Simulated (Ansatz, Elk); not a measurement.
## Bonding as seen by X-rays: BeAl2Ge2

Structure refinements treat a crystal as free atoms side by side. For a made-up structure of BeAl2Ge2 (cell and positions from a PBE relaxation) the runs below show what the calculated density changes in F(hkl).

Method: DFT, PBE, all-electron APW+lo, Dirac cores, scalar-relativistic bands, static density, no spin, in Elk 11.2.3 (patched build).

The structure was built from a prototype and need not be the compound's stable phase.

## 1. The structure

Symmetry: P-3m1, No. 164, trigonal system. The conventional cell has a = 3.983 Å, b = 3.983 Å, c = 6.378 Å, α = 90.00°, β = 90.00°, γ = 120.00°. Ge has 4 Al at 2.58 to 2.75 Å and 3 Be at 2.61 Å nearest. Al has 4 Ge at 2.58 to 2.75 Å and 3 Al at 2.79 Å nearest. Nearest to Be lie 6 Ge at 2.61 Å. Farther neighbours are not listed.

## 2. Ground state and structure factors

An all-electron density is needed, since X-rays see the cores too. Task 0 finds the density and task 195 Fourier-transforms it; tshift is off so that phases refer to the origin typed.

elk.in

```
tasks
  0
  195

xctype
  20

spinpol
  .false.

rgkmax
  7.0

gmaxvr
  14.0

lmaxo
  7

lmaxapw
  8

swidth
  0.002

tshift
  .false.

ramdisk
  .false.

hmaxvr
  5.5

maxscl
  120

epspot
  1e-06

sppath
  './'

avec
  7.52659747018 -0.00000000000 0.00000000000
  -3.76329873509 6.51822461324 -0.00000000000
  0.00000000000 -0.00000000000 12.05336271857

atoms
  3
  'Ge.in'
  2
  0.3333333333 0.6666666667 0.1930602272   0.000000 0.000000 0.000000
  0.6666666667 0.3333333333 0.8069397728   0.000000 0.000000 0.000000
  'Al.in'
  2
  0.3333333333 0.6666666667 0.6239936848   0.000000 0.000000 0.000000
  0.6666666667 0.3333333333 0.3760063152   0.000000 0.000000 0.000000
  'Be.in'
  1
  -0.0000000000 0.0000000000 -0.0000000000   0.000000 0.000000 0.000000

ngridk
  7 7 4
```

The run is started by

```sh
$ OMP_NUM_THREADS=4 elk
```

Numbers of over 12 decimals in the logs are rounded to 6 here.

The log of the run:

```text
┌─────────────────────────┐
│ Elk code version 11.2.3 │
└─────────────────────────┘

All units are atomic (Hartree, Bohr, etc.)

┌─────────────────────────────────────────────────┐
│ Ground-state run starting from atomic densities │
└─────────────────────────────────────────────────┘

Lattice vectors :
   7.526597470      -0.000000000       0.000000000
  -3.763298735       6.518224613      -0.000000000
   0.000000000      -0.000000000       12.05336272

Reciprocal lattice vectors :
  0.8347975738      0.4819706040       0.000000000
   0.000000000      0.9639412079       0.000000000
   0.000000000       0.000000000      0.5212806960

Unit cell volume      :    591.3386124
Brillouin zone volume :   0.4194723771

Muffin-tin inner radius fraction :   0.1000000000E-01

Nuclei treated as point charges

Species : 1 (Ge)
 parameters loaded from : Ge.in
 name : germanium
 nuclear charge    :   -32.00000000
 electronic charge :    32.00000000
 atomic mass :    132414.6196
 muffin-tin radius :    2.400000000
 number of radial points in muffin-tin :    993
 inner part over the whole radius :   0.9906635991E-02
 number on inner part of muffin-tin    :    702
 approximate nuclear radius :   0.7637961215E-04
 number of mesh points to nuclear radius :    340
 atomic positions (lattice), magnetic fields (Cartesian) :
  1 :   0.33333333 -0.33333333  0.19306023    0.00000000  0.00000000  0.00000000
  2 :  -0.33333333  0.33333333 -0.19306023    0.00000000  0.00000000  0.00000000

Species : 2 (Al)
 parameters loaded from : Al.in
 name : aluminium
 nuclear charge    :   -13.00000000
 electronic charge :    13.00000000
 atomic mass :    49184.33496
 muffin-tin radius :    2.200000000
 number of radial points in muffin-tin :    793
 inner part over the whole radius :   0.9821194981E-02
 number on inner part of muffin-tin    :    552
 approximate nuclear radius :   0.5839653600E-04
 number of mesh points to nuclear radius :    244
 atomic positions (lattice), magnetic fields (Cartesian) :
  1 :   0.33333333 -0.33333333 -0.37600632    0.00000000  0.00000000  0.00000000
  2 :  -0.33333333  0.33333333  0.37600632    0.00000000  0.00000000  0.00000000

Species : 3 (Be)
 parameters loaded from : Be.in
 name : beryllium
 nuclear charge    :   -4.000000000
 electronic charge :    4.000000000
 atomic mass :    16428.20280
 muffin-tin radius :    1.800000000
 number of radial points in muffin-tin :    593
 inner part over the whole radius :   0.9826427374E-02
 number on inner part of muffin-tin    :    403
 approximate nuclear radius :   0.4290726161E-04
 number of mesh points to nuclear radius :    156
 atomic positions (lattice), magnetic fields (Cartesian) :
  1 :   0.00000000  0.00000000  0.00000000    0.00000000  0.00000000  0.00000000

Total number of atoms per unit cell :    5
Total muffin-tin volume :    229.4451723
 ratio of muffin-tin to unit cell volume :   0.3880097924

Spin treatment :
 spin-unpolarised

Number of Bravais lattice symmetries :   24
Number of crystal symmetries         :   12
Crystal has inversion symmetry
Real symmetric eigensolver will be used

k-point grid :      7     7     4
k-point offset :    0.000000000       0.000000000       0.000000000
k-point set is reduced with full crystal symmetry group
Total number of k-points :       28

Muffin-tin radius times maximum |G+k| :    7.000000000
 using average radius
Maximum |G+k| for APW functions       :    3.181818182
Maximum (1/2)|G+k|²                   :    5.061983471
Maximum |G| for potential and density :    14.00000000
Constant for pseudocharge density :    8
 order of it for each species :   15  15  15
 order of it for pair densities of each species (exact exchange by exxq0 0: 16) :   12  10   5
Radial integration step length :    1

G-vector grid sizes :     35    35    54
Number of G-vectors :    27377

Maximum angular momentum used for
 APW functions            :    8
 outer part of muffin-tin :    7
 inner part of muffin-tin :    2

Total nuclear charge    :   -94.00000000
[...]
Density of states at Fermi energy :    26.77872403
 (states/Hartree/unit cell)

Estimated indirect band gap :   0.5360210683E-02
 from k-point 4 to k-point 7
Estimated direct band gap   :   0.2002168413E-01
 at k-point 21

Charges :
 core                        :    46.00000000
 valence                     :    48.00000000
 interstitial                :    7.772979334
 muffin-tins (core leakage)
  species : 1 (Ge)
   atom 1                    :    30.62059257     (  0.3456451475E-03)
[...]
species : 2 (Al)
[...]
species : 3 (Be)
[...]
total in muffin-tins        :    86.22702067
 total calculated charge     :    93.99738025
 total charge                :    94.00000000
 error                       :   0.2619745074E-02

RMS change in Kohn-Sham potential (target) :    3.700742032     (  0.1000000000E-05)
Absolute change in total energy (target)   :    2.622897070     (  0.1000000000E-03)

[... loops 3 to 15 left out ...]

┌──────────────────┐
│ Loop number : 16 │
└──────────────────┘

Energies :
 Fermi                       :     0.228142
 sum of occupied eigenvalues :     -2681.9119836128
 electron kinetic            :      4788.0879578603
 core electron kinetic       :      4347.7830178695
 Coulomb                     :     -9287.0030157393
 Coulomb potential           :     -7210.7440369285
 nuclear-nuclear             :     -610.34460421791
 electron-nuclear            :     -10154.336583012
 Hartree                     :      1477.6781714910
 Madelung                    :     -5681.6309972750
 xc potential                :     -259.25590454456
 exchange                    :     -195.35188327631
 correlation                 :     -4.285411
 electron entropic           :    -0.35473342263972E-03
 total energy                :     -4698.5527064859

Density of states at Fermi energy :    24.35979836
 (states/Hartree/unit cell)

Estimated indirect band gap :   0.4944389489E-02
 from k-point 15 to k-point 4
Estimated direct band gap   :   0.8386294877E-02
 at k-point 4

Charges :
 core                        :    46.00000000
 valence                     :    48.00000000
 interstitial                :    7.751560626
 muffin-tins (core leakage)
  species : 1 (Ge)
[...]
species : 2 (Al)
[...]
species : 3 (Be)
[...]
total in muffin-tins        :    86.24843937
 total calculated charge     :    93.99745571
 total charge                :    94.00000000
 error                       :   0.2544286569E-02

RMS change in Kohn-Sham potential (target) :   0.2784726147E-06 (  0.1000000000E-05)
Absolute change in total energy (target)   :   0.2897558261E-05 (  0.1000000000E-03)

Convergence targets achieved

┌──────────────────┐
│ Loop number : 17 │
└──────────────────┘

Energies :
 Fermi                       :     0.228142
 sum of occupied eigenvalues :     -2681.9119828232
 electron kinetic            :      4788.0879576956
 core electron kinetic       :      4347.7830177576
 Coulomb                     :     -9287.0030150848
 Coulomb potential           :     -7210.7440364016
 nuclear-nuclear             :     -610.34460421791
 electron-nuclear            :     -10154.336582183
 Hartree                     :      1477.6781713165
 Madelung                    :     -5681.6309968840
 xc potential                :     -259.25590411715
 exchange                    :     -195.35188326716
 correlation                 :     -4.285411
 electron entropic           :    -0.35473341365176E-03
 total energy                :     -4698.5527059878

Density of states at Fermi energy :    24.35979842
 (states/Hartree/unit cell)

Estimated indirect band gap :   0.4944389410E-02
 from k-point 15 to k-point 4
Estimated direct band gap   :   0.8386299587E-02
 at k-point 4

Charges :
 core                        :    46.00000000
 valence                     :    48.00000000
 interstitial                :    7.751560587
 muffin-tins (core leakage)
  species : 1 (Ge)
[...]
species : 2 (Al)
   atom 1                    :    11.21396399     (  0.4691563727E-03)
   atom 2                    :    11.21396399     (  0.4691563727E-03)
  species : 3 (Be)
   atom 1                    :    2.600228699     (  0.1084732573E-02)
 total in muffin-tins        :    86.24843941
 total calculated charge     :    93.99745571
 total charge                :    94.00000000
 error                       :   0.2544286507E-02

┌──────────────────────────────┐
│ Self-consistent loop stopped │
└──────────────────────────────┘

Warning : core states of species 1 leak from the muffin-tin :   0.3376428796E-03

Warning : core states of species 2 leak from the muffin-tin :   0.4691563727E-03

Warning : core states of species 3 leak from the muffin-tin :   0.1084732573E-02

Wrote STATE.OUT
```

It took 23 s on 4 threads of Arm Neoverse V2, shared host; peak memory 0.17 GiB.

SFACRHO.OUT:

```text

h k l indices transformed by vhmat matrix:
   1.000000000       0.000000000       0.000000000    
   0.000000000       1.000000000       0.000000000    
   0.000000000       0.000000000       1.000000000    

      h      k      l  multipl.   |H|            Re(F)            Im(F)           |F|

      0      0      0      1   0.0000000       93.999998     -0.45680577E-16   93.999998    
      0      0     -1      2  0.52128070       7.8673435     -0.61406158E-17   7.8673435    
      1     -1      0      6  0.96394121      -35.506344      0.13500278E-17   35.506344    
      0      0      2      2   1.0425614      -38.600322      0.18467700E-13   38.600322    
     -1      1     -1      6   1.0958632       31.867109      0.30676260E-14   31.867109    
      1     -1     -1      6   1.0958632      -31.965754     -0.10773182E-13   31.965754    
      0      1     -2      6   1.4199003      -23.081671     -0.35934947E-14   23.081671    
     -1      0      2      6   1.4199003       64.560054     -0.20558286E-14   64.560054    
      0      0      3      2   1.5638421      -28.745482      0.23589763E-13   28.745482    
     -1      2      0      6   1.6695951       65.740427     -0.23637941E-15   65.740427    
     -1      2     -1     12   1.7490802       6.2488798     -0.41083201E-14   6.2488798    
      0     -1     -3      6   1.8370587      -12.722849     -0.14360084E-13   12.722849    
     -1      0     -3      6   1.8370587       45.023497      0.40001129E-13   45.023497    
     -2      0      0      6   1.9278824      -28.390107     -0.26682290E-13   28.390107    
      2     -1     -2     12   1.9683704      -31.481784      0.10491352E-17   31.481784    
      2      0     -1      6   1.9971140      -26.697720      0.15136351E-13   26.697720    
     -2      0     -1      6   1.9971140       25.566669      0.22551857E-13   25.566669    
      0      0      4      2   2.0851228      -7.7577124      0.54327584E-14   7.7577124
```

Elk indexes on the primitive cell of elk.in and gives |H| = 4π sin θ/λ in inverse bohr. Below, one row stands for each form hkl of the conventional cell (m members, Friedel mates merged), F is for one primitive cell and the density is static (no thermal factor). Free-atom factors are Waasmaier and Kirfel's, and R is Σm||F|−|F'||/Σm|F|.

```csv
hkl,m,sin θ/λ (Å⁻¹),"abs F, DFT",neutral atoms,diff.
001,2,0.078,7.867,7.867,-0.000
100,6,0.145,35.506,35.347,+0.160
002,2,0.157,38.600,38.438,+0.162
011,6,0.165,31.867,31.608,+0.259
101,6,0.165,31.966,31.905,+0.061
102,6,0.213,23.082,23.204,-0.123
012,6,0.213,64.560,64.786,-0.226
003,2,0.235,28.745,28.837,-0.092
110,6,0.251,65.740,66.259,-0.518
111,12,0.263,6.249,6.334,-0.085
013,6,0.276,12.723,12.867,-0.145
103,6,0.276,45.023,45.362,-0.338
200,6,0.290,28.390,28.751,-0.360
112,12,0.296,31.482,31.731,-0.250
021,6,0.300,26.698,26.808,-0.111
201,6,0.300,25.567,25.883,-0.316
004,2,0.314,7.758,7.719,+0.039
022,6,0.330,19.623,19.609,+0.015
```

## 3. The highest occupied states alone

An energy window below the Fermi level keeps the highest occupied states, to see at which angles they scatter; shallow core shells can lie inside it and anion s states outside. No new self-consistency is needed.

Changes to elk.in since step 2:

```diff
@@ -1,3 +1,2 @@
 tasks
-  0
   195
@@ -40,2 +39,5 @@
 
+wsfac
+  -0.139350 0.528140
+
 sppath
```

The run is started by

```sh
$ OMP_NUM_THREADS=4 elk
```

The log of the run:

```text
┌─────────────────────────────────┐
│ Elk code version 11.2.3 started │
└─────────────────────────────────┘

Info(readinput): the functional depends on the density's gradient
 muffin-tin radial points multiplied by    2.00000
 (not where nrmtscf is given)

┌────────────────────┐
│ Current task : 195 │
└────────────────────┘

Info(sfacrho): density structure factors written to SFACRHO.OUT

 Energy window :  -0.1393500000      0.5281400000

┌──────────────────┐
│ Elk code stopped │
└──────────────────┘
```

It took 7.4 s on 4 threads; peak memory 0.16 GiB; 8.6 s of CPU time.

States within 10 eV below the Fermi level hold 14.66 electrons; any levels below the window count with the cores, and a count that is not whole means the window cuts a band. Their amplitudes can exceed the total, where window and core parts have opposite phase:

```csv
hkl,sin θ/λ (Å⁻¹),"abs F, window","abs F, all"
001,0.078,0.548,7.867
100,0.145,1.436,35.506
002,0.157,1.142,38.600
011,0.165,1.505,31.867
101,0.165,0.516,31.966
102,0.213,0.098,23.082
012,0.213,0.762,64.560
003,0.235,0.231,28.745
110,0.251,0.221,65.740
111,0.263,0.061,6.249
```

## 4. Another functional

The difference from free atoms is small, so it is set against the change that PBEsol makes.

Changes to elk.in since step 3:

```diff
@@ -1,2 +1,3 @@
 tasks
+  0
   195
@@ -4,3 +5,3 @@
 xctype
-  20
+  22
 
@@ -39,5 +40,2 @@
 
-wsfac
-  -0.139350 0.528140
-
 sppath
```

The run is started by

```sh
$ OMP_NUM_THREADS=4 elk
```

The log of the run:

```text
┌─────────────────────────┐
│ Elk code version 11.2.3 │
└─────────────────────────┘

All units are atomic (Hartree, Bohr, etc.)

┌─────────────────────────────────────────────────┐
│ Ground-state run starting from atomic densities │
└─────────────────────────────────────────────────┘

Lattice vectors :
   7.526597470      -0.000000000       0.000000000
  -3.763298735       6.518224613      -0.000000000
   0.000000000      -0.000000000       12.05336272

Reciprocal lattice vectors :
  0.8347975738      0.4819706040       0.000000000
[...]
species : 3 (Be)
   atom 1                    :    2.592785390     (  0.1123489558E-02)
 total in muffin-tins        :    86.24746779
 total calculated charge     :    93.99738549
 total charge                :    94.00000000
 error                       :   0.2614510735E-02

┌──────────────────────────────┐
│ Self-consistent loop stopped │
└──────────────────────────────┘

Warning : core states of species 1 leak from the muffin-tin :   0.3425100945E-03

Warning : core states of species 2 leak from the muffin-tin :   0.4791131016E-03

Warning : core states of species 3 leak from the muffin-tin :   0.1123489558E-02

Wrote STATE.OUT
[key lines of the parts left out:]
total energy                :     -4694.4680203143
```

Elapsed: 24 s, on 4 threads; peak memory 0.17 GiB; 67 s of CPU time.

Against the first run R = 0.04 %; the largest change is -0.028 at 300.

## 5. Basis size

A smaller basis shows how fast F responds to it; the change is likely larger than the basis error of the first run, but doesn't show convergence.

Changes to elk.in since step 4:

```diff
@@ -5,3 +5,3 @@
 xctype
-  22
+  20
 
@@ -11,3 +11,3 @@
 rgkmax
-  7.0
+  5.5
```

The run is started by

```sh
$ OMP_NUM_THREADS=4 elk
```

The log of the run:

```text
┌─────────────────────────┐
│ Elk code version 11.2.3 │
└─────────────────────────┘

All units are atomic (Hartree, Bohr, etc.)

┌─────────────────────────────────────────────────┐
│ Ground-state run starting from atomic densities │
└─────────────────────────────────────────────────┘

Lattice vectors :
   7.526597470      -0.000000000       0.000000000
  -3.763298735       6.518224613      -0.000000000
   0.000000000      -0.000000000       12.05336272

Reciprocal lattice vectors :
  0.8347975738      0.4819706040       0.000000000
[...]
species : 3 (Be)
   atom 1                    :    2.593209251     (  0.1082678120E-02)
 total in muffin-tins        :    86.21649119
 total calculated charge     :    93.99740923
 total charge                :    94.00000000
 error                       :   0.2590766413E-02

┌──────────────────────────────┐
│ Self-consistent loop stopped │
└──────────────────────────────┘

Warning : core states of species 1 leak from the muffin-tin :   0.3391220495E-03

Warning : core states of species 2 leak from the muffin-tin :   0.4695357390E-03

Warning : core states of species 3 leak from the muffin-tin :   0.1082678120E-02

Wrote STATE.OUT
[key lines of the parts left out:]
total energy                :     -4698.5208579040
```

It took 19 s on 4 threads; peak memory 0.16 GiB.

Against the first run R = 0.01 %; the largest change is +0.024 at 005.

## 6. Settings against the effect

```csv
run,R against the first run (%),"R against neutral atoms, low angle (%)",wall time
"PBE, rgkmax 7",0.00,0.67,23 s
PBEsol,0.04,0.68,24 s
rgkmax 5.5,0.01,0.66,19 s
```

## 7. Summary of results

| Property | Result |
| --- | --- |
| R against neutral atoms, sin θ/λ < 0.3 Å⁻¹ | 0.67 % |
| R against neutral atoms, 0.3 to 0.76 Å⁻¹ | 0.21 % |

Independent neutral atoms miss the calculated amplitudes by R = 0.67 % below 0.3 Å⁻¹ and 0.21 % from there to 0.76 Å⁻¹; by shells, 0.42 % below 0.15 Å⁻¹ (2 forms), 0.69 % 0.15 to 0.3 (12 forms), 0.30 % 0.3 to 0.45 (26 forms), 0.18 % above 0.45 (109 forms). Bonding, aspherical density and the tables' own atoms all enter these figures, and the runs don't part them. The largest change of an amplitude is -0.52 electrons, at 110. The window's part falls from 14.7 electrons at the origin to at most 0.26 between 0.45 and 0.76 Å⁻¹. Below 0.3 Å⁻¹ the changes that finished (PBEsol and rgkmax 5.5) move F by R = 0.02 % at most, against the 0.67 % that separates it from free atoms. The k-mesh has no finished test. Part of the difference isn't bonding: the tables are fits to free atoms and ions calculated by other methods than this functional. Thermal motion, anomalous dispersion and extinction are left out.

[Logs are printed without paths, hosts, clocks, repeated set-up lines and the standing remarks that a program may print on its own settings, such as how far it seeks lower states.]

[Hosts, paths, dates, database ids (printed as entryN), source tags and the programs' standing remarks are cut or masked in the printed files.]
